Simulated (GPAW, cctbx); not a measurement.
# What do these deviations say about the bonding?

Rb2TlVBr6, Fm-3m (no. 225), a = 11.4462 Å, b = 11.4462 Å, c = 11.4462 Å, α = 90.00°, β = 90.00°, γ = 90.00°.

| atom | mult. | x | y | z |
| --- | --- | --- | --- | --- |
| Tl1 | 4 | 1/2 | 0 | 0 |
| Rb1 | 8 | 1/4 | 3/4 | 3/4 |
| Br1 | 24 | 0 | 0 | 0.7767 |
| V1 | 4 | 0 | 0 | 0 |

The cell comes from substitution in a known structure type and wasn't matched to any measured phase.

Absolute values of the static structure factors of the conventional cell from DFT (PBE, GPAW) against free spherical atoms, in electrons:

| hkl | d (Å) | free atoms | crystal |
| --- | --- | --- | --- |
| 111 | 6.609 | 93.98 | 92.94 |
| 020 | 5.723 | 397.04 | 398.46 |
| 022 | 4.047 | 418.45 | 416.94 |
| 131 | 3.451 | 253.90 | 253.96 |
| 222 | 3.304 | 568.40 | 570.93 |
| 040 | 2.861 | 1243.08 | 1244.92 |
| 133 | 2.626 | 389.06 | 389.49 |
| 042 | 2.559 | 296.25 | 296.55 |
| 242 | 2.336 | 326.52 | 327.21 |
| 333 | 2.203 | 509.50 | 509.99 |

**Question.** Which way does charge move, and which reflections show it best?

Project each element's phase sum on the total phase. |F| rises if density moves to atoms that scatter in phase and falls if it moves to atoms that scatter against it; the rule is for low angles, since changes of shape take over beyond. Where all elements are in phase the terms compete, and the compactness of the donor's and the acceptor's density matters too.

| hkl | Tl in phase | Rb in phase | Br in phase | V in phase | change (e) | (%) |
| --- | --- | --- | --- | --- | --- | --- |
| 111 | +4.0 | 0.0 | -4.0 | -4.0 | -1.04 | -1.1 |
| 020 | +4.0 | -8.0 | +8.4 | +4.0 | +1.41 | +0.4 |
| 022 | +4.0 | +8.0 | -7.1 | +4.0 | -1.51 | -0.4 |
| 131 | +4.0 | 0.0 | +1.2 | -4.0 | +0.06 | 0.0 |
| 222 | -4.0 | +8.0 | +22.7 | -4.0 | +2.53 | +0.4 |
| 040 | +4.0 | +8.0 | +22.3 | +4.0 | +1.84 | +0.1 |
| 133 | +4.0 | 0.0 | +6.4 | -4.0 | +0.43 | +0.1 |
| 042 | +4.0 | -8.0 | +6.7 | +4.0 | +0.30 | +0.1 |

Low-angle reflections that set elements apart and change by more than 0.05 e: 111, 020, 022, 131, 222, 133 and 042. The signs fit a gain of density on Br and a loss on Tl, Rb and V, apart from 131. The best witness is 111, -1.1 %, where Br enters with -4.0. The real-space density agrees: Voronoi charges Tl +0.27, Rb +0.29, Br -0.16, V +0.12 e. The shortest bond, Br–V, has Δρ = +0.07 e/Å³ at its midpoint. Limits: a ferromagnetic start is the only order tried, and the real ground state may be antiferromagnetic or insulating; no Hubbard U on V.
